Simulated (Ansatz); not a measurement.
# Rb2WI2O2F2: complex band structure, part 2 of 3

Aim: relax a made-up compound, Rb2WI2O2F2, and see how good a tunnel barrier it would be. It is built by putting I for part of the F in the Rb2WO2F4 structure of space group C2/m, with the volume rescaled by atomic radii. The parent structure comes from the Materials Project.

Ansatz 0.2.0; r2SCAN DFT, plane waves, PAW files (the session's first sound run).

So far. Step 2 (Cell and atoms at rest): The largest force component on a free atom ends at 0.0079 eV/Å.

The structure was built from a prototype and need not be the compound's stable phase.

**3. The bulk crystal and its band edges**

The energy window and the wavevectors of the next steps follow from the band edges, so these are searched first, off the mesh as well.

input.yaml reads:

```yaml
crystal:
  lattice:
    - [6.1565550606, -4.2718259116, -0.9453431812]
    - [5.7951798352, 3.6438046292, -1.4635189417]
    - [-1.3165346056, -0.4098986869, 5.7777239878]
  atoms:
    - { symbol: Rb, position: [0.8348282496, 0.7064687192, 0.2975398863] }
    - { symbol: Rb, position: [0.1651717504, 0.2935312808, 0.7024601137] }
    - { symbol: W, position: [0.0, 0.0, 0.0] }
    - { symbol: O, position: [0.9247022467, 0.7560520653, 0.8435459566] }
    - { symbol: O, position: [0.0752977533, 0.2439479347, 0.1564540434] }
    - { symbol: I, position: [0.3611944905, 0.7426920874, 0.8125235583] }
    - { symbol: F, position: [0.9012755465, 0.0815051397, 0.7102528276] }
    - { symbol: I, position: [0.6388055095, 0.2573079126, 0.1874764417] }
    - { symbol: F, position: [0.0987244535, 0.9184948603, 0.2897471724] }
kpoints:
  mp_grid: { grid: [4, 4, 4] }
  band_path: { path: [VBM, CBM], npoints: 30 }
scf:
  occupations: { method: fixed }
hamiltonian:
  xc: r2scan
output:
  eigenvalues: true
  write_potential: true
  write_density: true
  volumetric_format: npy
  elf: true
```

Command:

```bash
$ ansatz run input.yaml --threads 2 --pin off --max-ram 4096MiB --backend cpu --events-out ev --progress --plain --runs-dir out
```

Numbers of over 12 decimals in the logs are rounded to 6 here.

The program printed:

```text
[...]
Crystal: 9 atoms, lattice volume = 258.433 Å³
Basis set: ecut = 500 eV, 6557 PW (Γ), exchange–correlation on 240×216×180 points (64 copies of the dense FFT grid, shifted against one another)
Bands: 56, of which v1, the nominal top of the filled ones, is band 46 counted from 1 (45 counted from 0)
Symmetry: 2 space group operations
[...]
k-points: 36 of 64
[...]
SCF iter   1: F=—  HF=-34772.955789 eV  |F-HF|=—  |Δ(HF+E_count)|=         —  Δρ=1.05e-2  dr2=4.40e-1  dr2_τ=3.22e-1  ethr=1.77e-3  ⟨swp⟩=5.6  Hψ=6842  notcnv=0  defer=272
[...]
SCF iter   9: F=-34772.989545 eV  HF=-34772.989545 eV  |F-HF|=3.10e-8  |Δ(HF+E_count)|=   4.77e-7  Δρ=2.32e-6  dr2=2.14e-8  dr2_τ=1.01e-9  ethr=1.09e-10  ⟨swp⟩=15.3  Hψ=10564  notcnv=0
SCF 1 converged in 9 iterations: F = -34772.989545 eV  dr2 = 2.14e-8
[...]
NSCF: frozen V_eff on 112 k-points
[...]
SCF converged after 9 iterations
Free energy (F): -34772.989545 eV
[...]
Internal energy: -34772.989545 eV  (E = F + TS)
E sigma→0 (E₀):  -34772.989545 eV
Fermi energy:    2.829635 eV
[...]
--- Band table (eV; the first three rows and the last of 36) ---
  k-point 0: bands = [... 42 lower, 2.2432, 2.4107, 2.6163, 2.6752, 4.6832, 6.5260, 6.6572, 7.0671, ... 6 higher]
  k-point 1: bands = [... 42 lower, 2.1734, 2.3963, 2.5372, 2.6538, 4.6828, 6.5658, 6.8573, 7.0030, ... 6 higher]
  k-point 2: bands = [... 42 lower, 2.1000, 2.3736, 2.5025, 2.6675, 4.6793, 6.5701, 6.9369, 7.0927, ... 6 higher]
  k-point 35: bands = [... 42 lower, 2.1755, 2.1957, 2.4625, 2.7878, 4.6684, 6.6240, 6.8601, 7.0562, ... 6 higher]
```

Run time: 3.4 min. Hardware: 2 threads of Arm Neoverse V2, shared host; peak memory 1.8 GiB; 6.7 min of CPU time.

Reading the cycles: dr2 is the Hartree energy of the density residual (eV), the measure of convergence; HF is the Harris–Foulkes estimate of the energy, which meets the free energy F at convergence.

Numbers from this step:

- Fermi energy: 2.830 eV
- gap on the k-mesh: 1.835 eV
- gap on path: 1.826 eV, by band count; negative where bands overlap
- direct gap on path: 1.863 eV
- edge places on path: 0, 0.5069 1/A along the path

Electronic bands along the path, in eV, zero at the Fermi level (highest filled level under fixed occupations); v1 is the highest filled band, c1 the lowest empty one:

```tsv
point	v4	v3	v2	v1	c1	c2	c3	c4
VBM	-0.70	-0.61	-0.33	0.01	1.88	3.75	3.92	4.14
halfway	-0.73	-0.45	-0.31	-0.02	1.85	3.64	3.93	4.22
CBM	-0.74	-0.40	-0.20	-0.10	1.84	3.57	3.94	4.28
```

Valence density in the ac plane at fractional y = 0.244, with atoms of O and I within 0.2 Å of it. It is the smooth field of the valence electrons, not physical close to the nuclei.

Ten steps, logarithmic in the rise over the least value, from '_' (0 e/Å³) to '@' (15 e/Å³), each cell a mean:
```
......______________....::::....______....
______..::....______________________....__
__..::--====::..__________________......__
__::==++++++--..________________....::..__
..--++++++++==..__________________......__
..==++++++++--..__________________________
..--==++++--..____________________________
__::----::..______________________________
____....__________________........________
____..________________....::::::::..______
..::::::..__________..::--======--....____
--++++==::__________..--++%%%%**--::......
++####++::________..::==%%@@@@##--::....--
**%%##++::________..--++%%@@@@++--::..::--
++**++--..________..::==**##++--::....::--
----::..__________..::--------::........::
```
Columns run along a (7.6 Å), rows up along c (5.9 Å). Atoms in or near the plane, at fractional coordinates: O at (0.08, 0.16), I at (0.64, 0.19).

ELF in the ac plane at fractional y = 0.244, with atoms of O and I within 0.2 Å of it. It is the smooth field of the valence electrons, not physical close to the nuclei.

Ten even steps from '0' (0.00) to '9' (0.87), each cell a mean:
```
331001001589987510001
001367410167763001210
026999840013310024531
169989971000000046641
399659972000000135520
599679961000000012100
699999730000000000000
378986300000233210000
012210000014688874100
001100000157888887300
356652000378877787411
789974001688644577314
877984002787432466326
857972004887323576238
989851004887655774138
887410003898777852126
```
Columns run along a (7.6 Å), rows up along c (5.9 Å). Atoms in or near the plane, at fractional coordinates: O at (0.08, 0.16), I at (0.64, 0.19).

Electrostatic potential energy in the ac plane at fractional y = 0.244, with atoms of O and I within 0.2 Å of it. With pseudopotentials it is smooth inside the atoms' cores, unlike the true potential.

Values in eV, 9 rows by 16 columns, each cell a mean:
```
  8   8   6   5   5   6   7   8   7   6   6   7   8   7   7   8
  7   2 -12 -22 -11   2   6   8   9   9   9   9   9   8   8   8
  3 -19 -44 -46 -31  -1   6   8   9   9   9  10   9   9   9   7
  2 -17 -37 -32  -9   4   7   8   9   9   9  10  10   9   9   7
  5   2   0   2   5   7   8   9   9   9   8   8   8   9   8   7
  8   8   8   9   9   9   9   9   7   3  -3  -4   2   7   8   8
  0 -13  -5   9  10  10   9   7  -3 -10  -1  -7 -11   4   7   7
-29 -42 -19   9  10   9   9   5 -11  -1   7  -6  -8   4   5   4
 -6  -7   5   9   9   8   8   6  -4 -11 -10  -5   3   6   5   5
```
Columns run along a (7.6 Å; values clipped at the 3rd and 97th percentile), rows up along c (5.9 Å). Atoms in or near the plane, at fractional coordinates: O at (0.08, 0.16), I at (0.64, 0.19).

The searched edges give 1.83 eV, against 1.84 eV on the mesh.

**4. Complex bands**

This step: r2SCAN DFT, plane waves, PAW files; complex bands by layer matching along the plane's normal (Ansatz 0.2.0).

The same crystal is laid in a cell whose first two vectors span the (010) plane (indices of the standard conventional cell, whose axes can be ordered otherwise than in the bulk input). At fixed energy and wavevector in the plane the solver finds all kz, real and complex. A few wavevectors are listed, (0, 0) and (-0.5, 0) in units of the plane's reciprocal vectors; the slowest state needn't be among them.

input.yaml reads:

```yaml
crystal:
  lattice:
    - [7.552836591, 0.0, 0.0]
    - [-1.564476312, 5.730252058, 0.0]
    - [4.706730746, 2.290700081, 5.97123805]
  atoms:
    - { symbol: Rb, position: [0.5412969688, 0.2975398863, 0.2935312808] }
    - { symbol: Rb, position: [0.4587030312, 0.7024601137, 0.7064687192] }
    - { symbol: W, position: [0.0, 0.0, 0.0] }
    - { symbol: O, position: [0.680754312, 0.8435459566, 0.2439479347] }
    - { symbol: O, position: [0.319245688, 0.1564540434, 0.7560520653] }
    - { symbol: I, position: [0.1038865779, 0.8125235583, 0.2573079126] }
    - { symbol: F, position: [0.9827806862, 0.7102528276, 0.9184948603] }
    - { symbol: I, position: [0.8961134221, 0.1874764417, 0.7426920874] }
    - { symbol: F, position: [0.0172193138, 0.2897471724, 0.0815051397] }
kpoints:
  mp_grid: { grid: [4, 4, 4] }
scf:
  occupations: { method: fixed }
hamiltonian:
  xc: r2scan
output:
  eigenvalues: true
  transmission:
    leads: [[0, 0]]
    kpoints: [[0.0, 0.0], [-0.5, 0.0]]
    e_range: [-1.0, 2.83]
    de: 0.08
```

The program printed:

```text
[...]
Crystal: 9 atoms, lattice volume = 258.433 Å³
Basis set: ecut = 500 eV, 6557 PW (Γ), exchange–correlation on 240×180×240 points (64 copies of the dense FFT grid, shifted against one another)
Bands: 56, of which v1, the nominal top of the filled ones, is band 46 counted from 1 (45 counted from 0)
Symmetry: 2 space group operations
[...]
k-points: 36 of 64
[...]
SCF iter   1: F=—  HF=-34772.955582 eV  |F-HF|=—  |Δ(HF+E_count)|=         —  Δρ=1.05e-2  dr2=4.40e-1  dr2_τ=3.22e-1  ethr=1.77e-3  ⟨swp⟩=5.6  Hψ=6785  notcnv=0  defer=275
[...]
SCF iter   9: F=-34772.989545 eV  HF=-34772.989545 eV  |F-HF|=3.11e-8  |Δ(HF+E_count)|=   4.78e-7  Δρ=2.32e-6  dr2=2.15e-8  dr2_τ=1.01e-9  ethr=1.09e-10  ⟨swp⟩=15.4  Hψ=10625  notcnv=0
SCF 1 converged in 9 iterations: F = -34772.989545 eV  dr2 = 2.15e-8
[...]
transmission: 11 of 22 steps passed
transmission: 22 of 22 steps passed
SCF converged after 9 iterations
Free energy (F): -34772.989545 eV
[...]
Internal energy: -34772.989545 eV  (E = F + TS)
E sigma→0 (E₀):  -34772.989545 eV
Fermi energy:    2.829636 eV
[...]
--- Band table (eV; the first three rows and the last of 36) ---
  k-point 0: bands = [... 42 lower, 2.2432, 2.4107, 2.6163, 2.6752, 4.6832, 6.5260, 6.6572, 7.0671, ... 6 higher]
  k-point 1: bands = [... 42 lower, 2.2045, 2.3571, 2.4504, 2.6656, 4.7355, 6.5640, 6.7560, 7.0869, ... 6 higher]
  k-point 2: bands = [... 42 lower, 2.1758, 2.2969, 2.3217, 2.6809, 4.7841, 6.5753, 6.8633, 7.1115, ... 6 higher]
  k-point 35: bands = [... 42 lower, 2.1603, 2.2438, 2.6663, 2.7862, 4.7515, 6.3530, 6.7330, 6.9255, ... 6 higher]
--- Transmission ---
  basis      : 451 plane waves across, 11 finite elements along
  points     : 2, as listed
  energies   : 48 from -1.000000 to 2.760000 eV about the Fermi level, 0.080000 eV apart; the leads are filled to 0.917734 eV, and channels, transmission and decay are at 0.920000 eV
  crystal 0  : Rb2I2O2F2W1, at the sites [0, 0], period 5.9712 Å: whole cells are its period
    offset         : up to 0.0000 Å between an atom of the period and one for which it stands
    channels       : 0.000000e0 a spin
    conductance    : none, the energies end too early or step too widely for 300 K: set another output.transmission.e_range or a lower de, or, where they end at an eighth of basis.ecutwfc, a higher one
    slowest decay  : 0.3531 /Å at (0.0000, 0.0000)
```

It took 3.9 min on 2 threads; peak memory 2.5 GiB; 7 min of CPU time.

This step gave:

* level to which the leads are filled: 0.9177 eV from the Fermi level
* decay constant at the filling level, zone centre: 0.3531 Å⁻¹
* decay constant at the filling level, slowest listed point: 0.3531 Å⁻¹

K parallel (0, 0); values up to 1.5 1/Å, a degenerate pair printed once or twice; energies at which all values exceed this have no row. Im kz of the slowest decaying states against energy, zero at the highest filled level on the SCF mesh:

```tsv
energy (eV)	decay 1 (Å⁻¹)	decay 2 (Å⁻¹)	decay 3 (Å⁻¹)	decay 4 (Å⁻¹)
-1.00	0.206	0.227	0.494	0.669
-0.76	0.114	0.139	0.469	0.621
-0.44	0.374	0.411	0.669	0.684
-0.20	0.0926	0.230	0.402	0.667
-0.04	0.171	0.387	0.396	0.436
0.04	0.207	0.415	0.416	0.491
0.36	0.288	0.466	0.471	0.593
0.60	0.323	0.486	0.491	0.633
0.92	0.353	0.487	0.515	0.668
1.16	0.368	0.473	0.530	0.685
1.40	0.377	0.440	0.544	0.695
1.72	0.308	0.387	0.567	0.685
1.96	0.0831	0.387	0.582	0.600
2.20	0.385	0.468	0.587	0.738
2.52	0.376	0.486	0.583	0.731
2.76	0.365	0.484	0.575	0.717
```

K parallel (-0.5, 0); values up to 1.5 1/Å, a degenerate pair printed once or twice; energies at which all values exceed this have no row. Table of Im kz of the slowest decaying states by energy, zero at the highest filled level on the SCF mesh:

```tsv
energy (eV)	decay 1 (Å⁻¹)	decay 2 (Å⁻¹)	decay 3 (Å⁻¹)	decay 4 (Å⁻¹)
-1.00	0.160	0.363	0.452	0.712
-0.84	0.172	0.294	0.438	0.758
-0.68	0.159	0.269	0.540	0.788
-0.52	0.197	0.292	0.610	0.808
-0.36	0.124	0.223	0.353	0.653
-0.28	0.199	0.213	0.379	0.669
-0.12	0.0461	0.109	0.280	0.421
-0.04	0.308	0.439	0.707	0.839
0.04	0.160	0.331	0.454	0.717
0.20	0.274	0.366	0.481	0.734
0.36	0.336	0.392	0.505	0.746
0.52	0.379	0.410	0.528	0.755
0.68	0.412	0.423	0.552	0.760
0.84	0.430	0.439	0.582	0.761
0.92	0.431	0.450	0.603	0.759
1.08	0.430	0.469	0.629	0.678
1.24	0.421	0.482	0.565	0.710
1.40	0.403	0.488	0.532	0.701
1.56	0.368	0.486	0.504	0.665
1.72	0.285	0.475	0.479	0.634
1.88	0.434	0.475	0.612	0.775
2.04	0.360	0.477	0.596	0.77
2.12	0.389	0.478	0.589	0.761
2.28	0.417	0.479	0.578	0.744
2.44	0.431	0.478	0.567	0.726
2.60	0.436	0.473	0.557	0.707
2.76	0.437	0.466	0.546	0.687
```

At the listed wavevectors the last open channel is at -0.04 eV and the next at +1.88 eV on the grid. At +0.92 eV, the grid energy nearest the filling level (the middle of the gap on the SCF mesh), the slowest state at the listed wavevectors decays with κ = 0.353 Å⁻¹, its amplitude falling by e over 2.8 Å. Through 1 nm of this crystal that state's transmission falls by exp(−2 × 0.353 Å⁻¹ × 10 Å) = 8.6e-4.

**5. Band edges at another level, cutoff 420 eV**

This step: PBE DFT, plane waves, PAW files (Ansatz 0.2.0).

The edges again with PBE, at the same atoms. Against that run the cutoff is 420 eV against 500.

input.yaml reads:

```yaml
crystal:
  lattice:
    - [6.1565550606, -4.2718259116, -0.9453431812]
    - [5.7951798352, 3.6438046292, -1.4635189417]
    - [-1.3165346056, -0.4098986869, 5.7777239878]
  atoms:
    - { symbol: Rb, position: [0.8348282496, 0.7064687192, 0.2975398863] }
    - { symbol: Rb, position: [0.1651717504, 0.2935312808, 0.7024601137] }
    - { symbol: W, position: [0.0, 0.0, 0.0] }
    - { symbol: O, position: [0.9247022467, 0.7560520653, 0.8435459566] }
    - { symbol: O, position: [0.0752977533, 0.2439479347, 0.1564540434] }
    - { symbol: I, position: [0.3611944905, 0.7426920874, 0.8125235583] }
    - { symbol: F, position: [0.9012755465, 0.0815051397, 0.7102528276] }
    - { symbol: I, position: [0.6388055095, 0.2573079126, 0.1874764417] }
    - { symbol: F, position: [0.0987244535, 0.9184948603, 0.2897471724] }
kpoints:
  mp_grid: { grid: [4, 4, 4] }
  band_path: { path: [VBM, CBM], npoints: 30 }
scf:
  occupations: { method: fixed }
hamiltonian:
  xc: pbe
output:
  eigenvalues: true
```

The program printed:

```text
[...]
Crystal: 9 atoms, lattice volume = 258.433 Å³
Basis set: ecut = 420 eV, 5055 PW (Γ)
Bands: 56, of which v1, the nominal top of the filled ones, is band 46 counted from 1 (45 counted from 0)
Symmetry: 2 space group operations
[...]
k-points: 36 of 64
[...]
SCF iter   1: F=—  HF=-34703.037762 eV  |F-HF|=—  |Δ(HF+E_count)|=         —  Δρ=6.75e-3  dr2=1.38e-1  ethr=1.77e-3  ⟨swp⟩=5.1  Hψ=6824  notcnv=0  defer=277
[...]
SCF iter   9: F=-34703.007790 eV  HF=-34703.007790 eV  |F-HF|=1.91e-8  |Δ(HF+E_count)|=   3.24e-7  Δρ=1.98e-6  dr2=1.43e-8  ethr=1.09e-10  ⟨swp⟩=15.6  Hψ=10731  notcnv=0
SCF 1 converged in 9 iterations: F = -34703.007790 eV  dr2 = 1.43e-8
[...]
SCF converged after 9 iterations
Free energy (F): -34703.007790 eV
[...]
Internal energy: -34703.007790 eV  (E = F + TS)
E sigma→0 (E₀):  -34703.007790 eV
Fermi energy:    3.178424 eV
[...]
--- Band table (eV; the first three rows and the last of 36) ---
  k-point 0: bands = [... 42 lower, 2.6002, 2.7702, 2.9929, 3.0372, 4.7885, 6.6215, 6.7537, 7.1495, ... 6 higher]
  k-point 1: bands = [... 42 lower, 2.5355, 2.7535, 2.8950, 3.0258, 4.7886, 6.6635, 6.9664, 7.0778, ... 6 higher]
  k-point 2: bands = [... 42 lower, 2.5111, 2.7281, 2.8598, 3.0360, 4.7850, 6.6679, 7.0056, 7.2110, ... 6 higher]
  k-point 35: bands = [... 42 lower, 2.5405, 2.6354, 2.8184, 3.1358, 4.7740, 6.7171, 6.9739, 7.1387, ... 6 higher]
```

The job ended after 1.7 min (2 threads; peak memory 0.99 GiB; 3.3 min of CPU time).

This step gave:

```yaml
free_energy: -34703.0078 eV
fermi_energy: 3.178 eV
gap_on_the_k_mesh: 1.590 eV
gap_on_path: 1.580 eV, by band count; negative where bands overlap
direct_gap_on_path: 1.621 eV
```

Electronic bands along the path, in eV, zero at the Fermi level (highest filled level under fixed occupations); v1 is the highest filled band, c1 the lowest empty one:

```tsv
point	v4	v3	v2	v1	c1	c2	c3	c4
VBM	-0.61	-0.60	-0.31	0.01	1.64	3.51	3.68	3.85
halfway	-0.64	-0.44	-0.30	-0.02	1.61	3.39	3.68	3.94
CBM	-0.64	-0.39	-0.19	-0.10	1.59	3.32	3.69	4.01
```

The searched edges give 1.58 eV, against 1.59 eV on the mesh.

[end of part 2 of 3]

[Logs are printed without paths, hosts, clocks, repeated set-up lines and the standing remarks that a program may print on its own settings, such as how far it seeks lower states.]

[Hosts, paths, dates, database ids (printed as entryN), source tags and the programs' standing remarks are cut or masked in the printed files.]
